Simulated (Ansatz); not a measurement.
# Cl on Mg(0001): change of the work function, part 3 of 4

Aim: the work function of Mg(0001) at several coverages of Cl (fcc site), and the dipole that each adsorbate carries.

Ansatz 0.2.0; plane-wave DFT, PBE, Ansatz PAW.

So far, work function, upper face (eV): step 2 (the clean slab) 3.79; step 3 (37 atoms, coverage 0.111 ML, cell 3x3) 3.92.

## (4) Adsorbate added, k-mesh 6×6×1, coverage 0.25 ML

System of this step: Cl/Mg(0001). The cell holds 17 atoms: 16 Mg and 1 Cl. Its edges and angles: a = 6.420 Å, b = 6.420 Å, c = 27.530 Å, α = 90.0°, β = 90.0°, γ = 60.0°. Vacuum lies along c.

Another coverage, to see how the dipoles act on each other as their distance changes.

input.yaml

```yaml
crystal:
  lattice:
    - [6.4199999999, 0.0, 0.0]
    - [3.21, 5.5598830922, 0.0]
    - [0.0, 0.0, 27.5304502249]
  atoms:
    - { symbol: Mg, position: [0.3333333333, 0.3333333333, 0.3269107452] }
    - { symbol: Mg, position: [0.0, 0.0, 0.4215884558] }
    - { symbol: Mg, position: [0.3333333333, 0.3333333333, 0.5164513242] }
    - { symbol: Mg, position: [0.0, 0.0, 0.6119858792] }
    - { symbol: Mg, position: [0.3333333333, 0.8333333333, 0.3269107452] }
    - { symbol: Mg, position: [0.0, 0.5, 0.4215884558] }
    - { symbol: Mg, position: [0.3333333333, 0.8333333333, 0.5164513242] }
    - { symbol: Mg, position: [0.0, 0.5, 0.6119858792] }
    - { symbol: Mg, position: [0.8333333333, 0.3333333333, 0.3269107452] }
    - { symbol: Mg, position: [0.5, 0.0, 0.4215884558] }
    - { symbol: Mg, position: [0.8333333333, 0.3333333333, 0.5164513242] }
    - { symbol: Mg, position: [0.5, 0.0, 0.6119858792] }
    - { symbol: Mg, position: [0.8333333333, 0.8333333333, 0.3269107452] }
    - { symbol: Mg, position: [0.5, 0.5, 0.4215884558] }
    - { symbol: Mg, position: [0.8333333333, 0.8333333333, 0.5164513242] }
    - { symbol: Mg, position: [0.5, 0.5, 0.6119858792] }
    - { symbol: Cl, position: [0.1666666667, 0.1666666667, 0.6730892548] }
kpoints:
  mp_grid: { grid: [6, 6, 1] }
hamiltonian:
  xc: pbe
scf:
  occupations: { method: fermi_dirac, width: 0.1 }
  convergence: { dr2_threshold: 1.0e-08 }
efield:
  axis: 3
  dipole_correction: true
  ramp_position: 0.97
  ramp_width: 0.06
relax:
  f_tol: 0.02
  max_steps: 60
  constraints: [{ sites: [0, 1, 4, 5, 8, 9, 12, 13] }]
output:
  dos: { projected: true, e_range: [-8, 4] }
  write_potential: true
  write_density: true
  volumetric_format: npy
  elf: true
```

Run with:

```
> ansatz run input.yaml --threads 4 --pin off --max-ram 16384MiB --backend cpu --events-out ev --progress --plain --runs-dir out
```

What it wrote:

```text
[...]
Crystal: 17 atoms, lattice volume = 982.684 Å³
Basis set: ecut = 420 eV, 19257 PW (Γ), exchange–correlation on 90×90×384 points (8 copies of the dense FFT grid, shifted against one another)
Bands: 101, of which v1, the nominal top of the filled ones, is band 84 counted from 1 (83 counted from 0)
Symmetry: 6 space group operations
[...]
k-points: 7 of 36 (time reversal used)
[...]
SCF iter   1: F=—  HF=-31860.459801 eV  |F-HF|=—  |Δ(HF+E_count)|=         —  Δρ=9.94e-4  dr2=3.52e-2  ethr=1.77e-3  p=-0.029 e·Å  D=-5.30e-3 V/Å  ΔV_dip=0.15 eV  dr2_dipole=1.74e-4  V_vac-E_F(+/−)=3.92/3.77 eV  ⟨swp⟩=14.1  Hψ=3965  notcnv=0  defer=4
[...]
SCF iter   8: F=-31860.455981 eV  HF=-31860.455981 eV  |F-HF|=8.04e-10  |Δ(HF+E_count)|=   1.44e-8  Δρ=2.56e-7  dr2=1.55e-9  ethr=5.99e-12  p=-0.033 e·Å  D=-6.09e-3 V/Å  ΔV_dip=0.17 eV  dr2_dipole=3.16e-10  V_vac-E_F(+/−)=3.92/3.75 eV  ⟨swp⟩=13.1  Hψ=4306  notcnv=0
SCF 1 converged in 8 iterations: F = -31860.455981 eV  dr2 = 1.55e-9
[...]
relax step   1: F+E_penalty+E_count = -31860.45598146 eV  Δ(F+E_penalty+E_count) = +0.000e0 eV  max|allowed force component| = 5.070e-1 eV/Å  Δτ_max = 0.0000 Å  (8 SCF iters, accepted)
[...]
SCF iter   8: F=-31860.500134 eV  HF=-31860.500134 eV  |F-HF|=1.10e-9  |Δ(HF+E_count)|=   1.22e-8  Δρ=2.02e-7  dr2=6.63e-10  ethr=5.99e-12  p=-0.053 e·Å  D=-9.77e-3 V/Å  ΔV_dip=0.27 eV  dr2_dipole=6.28e-11  V_vac-E_F(+/−)=4.03/3.76 eV  ⟨swp⟩=12.9  Hψ=4215  notcnv=0
SCF 2 converged in 8 iterations: F = -31860.500134 eV  dr2 = 6.63e-10
relax step   2: F+E_penalty+E_count = -31860.50013388 eV  Δ(F+E_penalty+E_count) = -4.415e-2 eV  max|allowed force component| = 1.893e-1 eV/Å  Δτ_max = 0.1193 Å  (8 SCF iters, accepted)
SCF iter   1: F=—  HF=-31860.520647 eV  |F-HF|=—  |Δ(HF+E_count)|=         —  Δρ=5.62e-4  dr2=8.50e-3  ethr=3.69e-5  p=-0.053 e·Å  D=-9.77e-3 V/Å  ΔV_dip=0.27 eV  dr2_dipole=7.78e-4  V_vac-E_F(+/−)=4.02/3.75 eV  ⟨swp⟩=4.1  Hψ=1440  notcnv=0  defer=7
[...]
SCF iter   7: F=-31860.519735 eV  HF=-31860.519735 eV  |F-HF|=4.08e-9  |Δ(HF+E_count)|=   8.31e-8  Δρ=4.47e-7  dr2=3.85e-9  ethr=5.99e-12  p=-0.057 e·Å  D=-1.06e-2 V/Å  ΔV_dip=0.29 eV  dr2_dipole=2.68e-12  V_vac-E_F(+/−)=4.04/3.75 eV  ⟨swp⟩=12.3  Hψ=4330  notcnv=0
SCF 3 converged in 7 iterations: F = -31860.519735 eV  dr2 = 3.85e-9
relax step   3: F+E_penalty+E_count = -31860.51973535 eV  Δ(F+E_penalty+E_count) = -1.960e-2 eV  max|allowed force component| = 1.194e-1 eV/Å  Δτ_max = 0.0574 Å  (7 SCF iters, accepted)
SCF iter   1: F=—  HF=-31860.523752 eV  |F-HF|=—  |Δ(HF+E_count)|=         —  Δρ=4.31e-4  dr2=3.83e-3  ethr=2.33e-5  p=-0.057 e·Å  D=-1.06e-2 V/Å  ΔV_dip=0.29 eV  dr2_dipole=1.90e-4  V_vac-E_F(+/−)=4.04/3.75 eV  ⟨swp⟩=3.9  Hψ=1326  notcnv=0  defer=7
[...]
SCF iter   7: F=-31860.522836 eV  HF=-31860.522836 eV  |F-HF|=3.25e-9  |Δ(HF+E_count)|=   6.77e-8  Δρ=3.12e-7  dr2=2.83e-9  ethr=5.99e-12  p=-0.069 e·Å  D=-1.27e-2 V/Å  ΔV_dip=0.35 eV  dr2_dipole=3.98e-10  V_vac-E_F(+/−)=4.10/3.75 eV  ⟨swp⟩=10.9  Hψ=4418  notcnv=0
SCF 4 converged in 7 iterations: F = -31860.522836 eV  dr2 = 2.83e-9
relax step   4: F+E_penalty+E_count = -31860.52283584 eV  Δ(F+E_penalty+E_count) = -3.100e-3 eV  max|allowed force component| = 1.770e-2 eV/Å  Δτ_max = 0.0453 Å  (7 SCF iters, accepted)
[...]
SCF converged after 7 iterations
Free energy (F): -31860.522836 eV
[...]
Internal energy: -31860.258021 eV  (E = F + TS)
E sigma→0 (E₀):  -31860.390428 eV
Entropy (-TS):   -0.264815 eV (-15.577 meV/atom)
Fermi energy:    -0.073960 eV
Dipole field:    D = -0.012744 V/Å  (p = -0.069210 e·Å, saw-weighted, corrected)
Work function:   Φ+ = 4.1001 eV   Φ− = 3.7492 eV
[...]
--- Forces (eV/Å), atoms counted from 1 ---
  atom   1  Mg    -0.04122260    -0.02379988    -0.02337957
  atom   2  Mg     0.03469443     0.02003084     0.01819204
  atom   3  Mg     0.00564468     0.00325896    -0.00348164
  atom   4  Mg    -0.00027921    -0.00016120     0.00337224
  atom   5  Mg     0.00000000     0.04759975    -0.02337957
  atom   6  Mg    -0.00000000    -0.04006167     0.01819204
  atom   7  Mg    -0.00000000    -0.00651791    -0.00348164
  atom   8  Mg     0.00000000     0.00032241     0.00337224
  atom   9  Mg     0.04122260    -0.02379988    -0.02337957
  atom  10  Mg    -0.03469443     0.02003084     0.01819204
  atom  11  Mg    -0.00564468     0.00325896    -0.00348164
  atom  12  Mg     0.00027921    -0.00016120     0.00337224
  atom  13  Mg     0.00000000     0.00000000    -0.04996893
  atom  14  Mg    -0.00000000     0.00000000     0.06419400
  atom  15  Mg     0.00000000    -0.00000000     0.00289452
  atom  16  Mg    -0.00000000    -0.00000000     0.01647158
  atom  17  Cl    -0.00000000    -0.00000000    -0.01769555
  max |Σ_I F_I| component: 4.85e-6 eV/Å
--- Band table (eV; the first three rows and the last of 7) ---
  k-point 0: bands = [... 80 lower, -1.1983, -1.1082, -1.0437, -1.0437, -0.7221, 0.1133, 0.1133, 0.2414, ... 13 higher]
  k-point 1: bands = [... 80 lower, -1.0159, -0.8235, -0.6288, -0.4659, -0.3121, 0.0298, 0.1219, 0.6214, ... 13 higher]
  k-point 2: bands = [... 80 lower, -0.8235, -0.5013, -0.2421, 0.0383, 0.1197, 0.9105, 0.9594, 1.0273, ... 13 higher]
  k-point 6: bands = [... 80 lower, -0.3866, -0.3847, -0.3453, 0.2437, 0.2921, 0.3296, 0.6293, 0.6805, ... 13 higher]
--- Relaxed structure (4 steps of the walk, 4 accepted, 0 SCFs on fresh bases) ---
  F+E_penalty+E_count = -31860.52283584 eV   max|allowed force component| = 1.770e-2 eV/Å
  atoms:
    - { symbol: Mg, position: [0.333333, 0.333333, 0.326911] }
    - { symbol: Mg, position: [2.666712e-17, 2.666712e-17, 0.421588] }
    - { symbol: Mg, position: [0.331378, 0.331378, 0.516312] }
    - { symbol: Mg, position: [-0.00456734, -0.00456734, 0.612310] }
    - { symbol: Mg, position: [0.333333, 0.833333, 0.326911] }
    - { symbol: Mg, position: [5.551115e-17, 0.500000, 0.421588] }
    - { symbol: Mg, position: [0.331378, 0.837244, 0.516312] }
    - { symbol: Mg, position: [-0.00456734, 0.509135, 0.612310] }
    - { symbol: Mg, position: [0.833333, 0.333333, 0.326911] }
    - { symbol: Mg, position: [0.500000, 2.666712e-17, 0.421588] }
    - { symbol: Mg, position: [0.837244, 0.331378, 0.516312] }
    - { symbol: Mg, position: [0.509135, -0.00456734, 0.612310] }
    - { symbol: Mg, position: [0.833333, 0.833333, 0.326911] }
    - { symbol: Mg, position: [0.5, 0.500000, 0.421588] }
    - { symbol: Mg, position: [0.833333, 0.833333, 0.514814] }
    - { symbol: Mg, position: [0.5, 0.500000, 0.605604] }
    - { symbol: Cl, position: [0.166667, 0.166667, 0.675436] }
```

Wall time 58 s (4 threads of Arm Neoverse V1, shared host); peak memory 2.4 GiB.

Relaxation path:

```csv
step,energy less that of the first step (eV),largest force component (eV/Å)
1,0.0000,0.5070
2,-0.0442,0.1893
3,-0.0638,0.1194
4,-0.0669,0.0177
```

Forces are held to the 6 operations that the program found; a distortion that breaks them can't arise in this run.

The atoms that moved most (Å):

```csv
atom,dx,dy,dz,length
Mg16,0.000,0.000,-0.176,0.176
Cl17,0.000,0.000,0.065,0.065
Mg12,0.044,-0.025,0.009,0.052
Mg4,-0.044,-0.025,0.009,0.052
Mg8,0.000,0.051,0.009,0.052
Mg15,0.000,0.000,-0.045,0.045
Mg11,0.019,-0.011,-0.004,0.022
Mg3,-0.019,-0.011,-0.004,0.022
```

Final coordinates:

```
Mg Cl
1.0
     6.42000    0.00000    0.00000
     3.21000    5.55988    0.00000
     0.00000    0.00000   27.53045
Mg Cl
16 1
Direct
  0.33333 0.33333 0.32691
  0.00000 0.00000 0.42159
  0.33138 0.33138 0.51631
  0.99543 0.99543 0.61231
  0.33333 0.83333 0.32691
  0.00000 0.50000 0.42159
  0.33138 0.83724 0.51631
  0.99543 0.50913 0.61231
  0.83333 0.33333 0.32691
  0.50000 0.00000 0.42159
  0.83724 0.33138 0.51631
  0.50913 0.99543 0.61231
  0.83333 0.83333 0.32691
  0.50000 0.50000 0.42159
  0.83333 0.83333 0.51481
  0.50000 0.50000 0.60560
  0.16667 0.16667 0.67544
```

Numbers from this step:

- energy at zero smearing: -31860.3904 eV
- work function, upper face: 4.100 eV
- work function, lower face: 3.749 eV
- dipole along the normal: -0.06921 e·Å
- step between the vacuum levels: 0.3509 eV

The density of states has structure finer than the step of the table below, so its rows give means over 0.25 eV. Peaks (eV: height): -5.230: 14.8, -5.020: 29.6, -1.680: 15.1, -0.720: 31.3, 0.360: 36.9, 0.990: 13.8, 1.890: 24.5.

The density of states by energy, zero at the Fermi level; means over each step:

energy (eV), density of states (states/eV a cell) and a bar:
```
    -6.75        0.0 
    -6.50        1.2 ###
    -6.25        1.7 ####
    -6.00        2.2 #####
    -5.75        5.2 ###########
    -5.50        4.6 ##########
    -5.25        6.5 ##############
    -5.00       13.9 ##############################
    -4.75        5.6 ############
    -4.50        3.1 #######
    -4.25        1.9 ####
    -4.00        7.4 ################
    -3.75        4.7 ##########
    -3.50        3.7 ########
    -3.25        3.8 ########
    -3.00        7.6 #################
    -2.75        5.0 ###########
    -2.50        4.9 ###########
    -2.25        4.9 ###########
    -2.00        6.0 #############
    -1.75        8.5 ##################
    -1.50        7.0 ###############
    -1.25        3.8 ########
    -1.00        7.5 ################
    -0.75       10.4 #######################
    -0.50        6.1 #############
    -0.25        8.4 ##################
     0.00        7.2 ###############
     0.25       10.1 ######################
     0.50        4.6 ##########
     0.75        7.3 ################
     1.00       10.2 ######################
     1.25        8.2 ##################
     1.50        8.3 ##################
     1.75        9.6 #####################
```

Projected DOS per atom over height of the atomic layer and energy from the Fermi level. Layers: Mg4 Mg4 Mg4 Mg4 Cl from below.

Values in states/eV, 22 rows by 5 columns, each cell a mean:
```
0.1 0.1 0.1 0.1 0.0
0.1 0.1 0.1 0.1 0.0
0.2 0.2 0.1 0.2 0.1
0.1 0.1 0.1 0.1 0.1
0.1 0.1 0.2 0.1 0.1
0.1 0.1 0.2 0.2 0.1
0.3 0.2 0.2 0.3 0.1
0.2 0.3 0.3 0.2 0.1
0.4 0.3 0.3 0.4 0.2
0.3 0.2 0.2 0.2 0.1
0.3 0.3 0.3 0.2 0.2
0.3 0.2 0.2 0.2 0.3
0.3 0.3 0.3 0.2 0.4
0.3 0.3 0.3 0.2 0.5
0.2 0.2 0.3 0.0 0.8
0.2 0.2 0.2 0.3 7.1
0.1 0.2 0.1 0.2 2.1
0.1 0.2 0.2 0.2 0.7
0.0 0.1 0.1 0.1 0.1
0.0 0.0 0.0 0.0 0.0
0.0 0.0 0.0 0.0 0.0
0.0 0.0 0.0 0.0 0.0
```
Columns: height of the atomic layer (Å) from 9 to 18.6 (not evenly spaced); rows upwards: energy from the Fermi level (eV) from -7.96 to 1.95.

Valence density in the ca plane at fractional y = 0.000, with atoms of Mg within 0.2 Å of it. It is the smooth field of the valence electrons, not physical close to the nuclei.

Ten steps, logarithmic in the rise over the least value, from '0' (0 e/Å³) to '9' (23 e/Å³), each cell a mean:
```
00015884100000000038971000000000000000000000
00001331000000000013420000000000000000000000
00000000000000000000100000000000000000000000
00000000000000000000000000000000000000000000
00000000000000000000000000000000000000000000
00000000000000000000100000000000000000000000
00002431000000000014530000000000000000000000
00015984100000000038971000000000000000000000
00016995100000000048971000000000000000000000
00013763000000000015641000000000000000000000
00001110000000000001111111100000000000000000
00000000000000000000001122110000000000000000
00000000000001000000001222210000000000000000
00000000000000000000001122110000000000000000
00001110000000000001111111100000000000000000
00013662000000000015641000000000000000000000
00016995100000000048971000000000000000000000
```
Columns run along c (16.0 Å, from fractional 0.35 to 0.93 of the cell), rows up along a (6.4 Å). Atoms in or near the plane, at fractional coordinates: Mg at (0.42, 0.00), Mg at (0.61, 0.00), Mg at (0.42, 0.50), Mg at (0.61, 0.51).

Electrostatic potential energy in the ca plane at fractional y = 0.000, with atoms of Mg within 0.2 Å of it. With pseudopotentials it is smooth inside the atoms' cores, unlike the true potential.

Values in eV, 9 rows by 16 columns, each cell a mean:
```
  1 -18 -28  -1   1   1 -10 -37  -5   3   4   4   4   4   4   4
  0  -1  -2   0  -4  -1   0  -4   1   3   4   4   4   4   4   4
  0   0  -1   1  -5  -2   1  -2   1   3   4   4   4   4   4   4
  1 -13 -21   0   0   1  -7 -29  -3   3   4   4   4   4   4   4
  1 -26 -38  -1   2   2 -14 -46  -6   3   4   4   4   4   4   4
  1  -7 -12   0  -2   0  -3 -13  -2   1   4   4   4   4   4   4
  0   1   0   1  -6  -2   1   0  -2  -3   4   4   4   4   4   4
  0  -4  -6   0  -3  -1  -1  -7  -1   0   4   4   4   4   4   4
  1 -24 -35  -1   1   1 -12 -42  -6   3   4   4   4   4   4   4
```
Columns run along c (16.0 Å, from fractional 0.35 to 0.93 of the cell; values clipped at the 3rd and 97th percentile), rows up along a (6.4 Å). Atoms in or near the plane, at fractional coordinates: Mg at (0.42, 0.00), Mg at (0.61, 0.00), Mg at (0.42, 0.50), Mg at (0.61, 0.51).

ELF in the ca plane at fractional y = 0.000, with atoms of Mg within 0.2 Å of it. It is the smooth field of the valence electrons, not physical close to the nuclei.

Ten even steps from '0' (0.00) to '9' (0.84), each cell a mean:
```
76314443157777775124341010000000000000000000
66511221256655665212320221000000000000000000
45542113565311355431124642000000000000000000
24566666654100134566789864100000000000000000
24566666654100134566788864100000000000000000
45542113565312355421124642000000000000000000
66511321256656665212320221000000000000000000
76313443157777775124341010000000000000000000
76314333157787775124341022110000000000000000
76412442157776776213430355542100000000000000
56531111366533466520002688864210000000000000
25664334565200146652125899985310000000000000
14566666664100136664226899986310000000000000
25664334565200146652125899985310000000000000
56531111366533466520002688864210000000000000
76412442157777776213430355542100000000000000
76314333147787775124341012110000000000000000
```
Columns run along c (16.0 Å, from fractional 0.35 to 0.93 of the cell), rows up along a (6.4 Å). Atoms in or near the plane, at fractional coordinates: Mg at (0.42, 0.00), Mg at (0.61, 0.00), Mg at (0.42, 0.50), Mg at (0.61, 0.51).

The relaxation took 4 steps and lowered the energy by 0.067 eV; the largest force on the free atoms ends at 0.018 eV/Å.

By hand: a sheet of dipoles makes a step −p/(ε₀A) in the electron's potential. With e/ε₀ = 180.95 V·Å, p = -0.06921 e·Å and A = 35.69 Å², that is −180.95 × (-0.06921) / 35.69 = +0.351 eV, and the two vacuum levels of the run differ by +0.351 eV.

The covered face has 4.10 eV, +0.31 eV against the clean one; the bare back face has moved by -0.04 eV, a measure of how thin the slab is.

## (5) Adsorbate added, k-mesh 6×6×1, coverage 0.5 ML

System of this step: Cl/Mg(0001). The cell holds 18 atoms: 16 Mg and 2 Cl. Its edges and angles: a = 6.420 Å, b = 6.420 Å, c = 27.530 Å, α = 90.0°, β = 90.0°, γ = 60.0°. Vacuum lies along c.

Another coverage, to see how the dipoles act on each other as their distance changes.

Changes to input.yaml since step 4:

```diff
@@ -23,2 +23,3 @@
     - { symbol: Cl, position: [0.1666666667, 0.1666666667, 0.6730892548] }
+    - { symbol: Cl, position: [0.6666666667, 0.1666666667, 0.6730892548] }
 kpoints:
```

What it wrote:

```text
[...]
Crystal: 18 atoms, lattice volume = 982.684 Å³
Basis set: ecut = 420 eV, 19257 PW (Γ), exchange–correlation on 90×90×384 points (8 copies of the dense FFT grid, shifted against one another)
Bands: 105, of which v1, the nominal top of the filled ones, is band 87 counted from 1 (86 counted from 0)
Symmetry: 4 space group operations
[...]
- { symbol: Mg, position: [0.833333, 0.833333, 0.3269107452] }
    - { symbol: Mg, position: [0.500000, 0.500000, 0.4215884558] }
    - { symbol: Mg, position: [0.832113, 0.835774, 0.515115] }
    - { symbol: Mg, position: [0.498303, 0.503394, 0.605859] }
    - { symbol: Cl, position: [0.158755, 0.182491, 0.670497] }
    - { symbol: Cl, position: [0.658755, 0.182491, 0.670497] }
[key lines of the parts left out:]
SCF converged after 7 iterations
Free energy (F): -32942.479839 eV
Fermi energy:    0.079559 eV
Dipole field:    D = -0.020929 V/Å  (p = -0.113657 e·Å, saw-weighted, corrected)
Work function:   Φ+ = 4.2962 eV   Φ− = 3.7200 eV
```

Elapsed: 2.5 min, on 4 threads; peak memory 2.8 GiB.

[end of part 3 of 4]

[Long decimals in the printed logs are rounded to 6 places.]

[Logs are printed without paths, hosts, clocks, repeated set-up lines and the standing remarks that a program may print on its own settings, such as how far it seeks lower states.]

[Hosts, paths, dates, database ids (printed as entryN), source tags and the programs' standing remarks are cut or masked in the printed files.]

[Maps of the electrostatic potential energy from Ansatz leave out the sawtooth potential of an applied field or a dipole correction, so their vacuum need not be flat; planar profiles and work functions include it.]

[The density of states shown here was stored with 400 of the rows of the run's finer table, so its peaks can read low, often by over a quarter, or be missed, and its means over a window can be off by a tenth or more.]
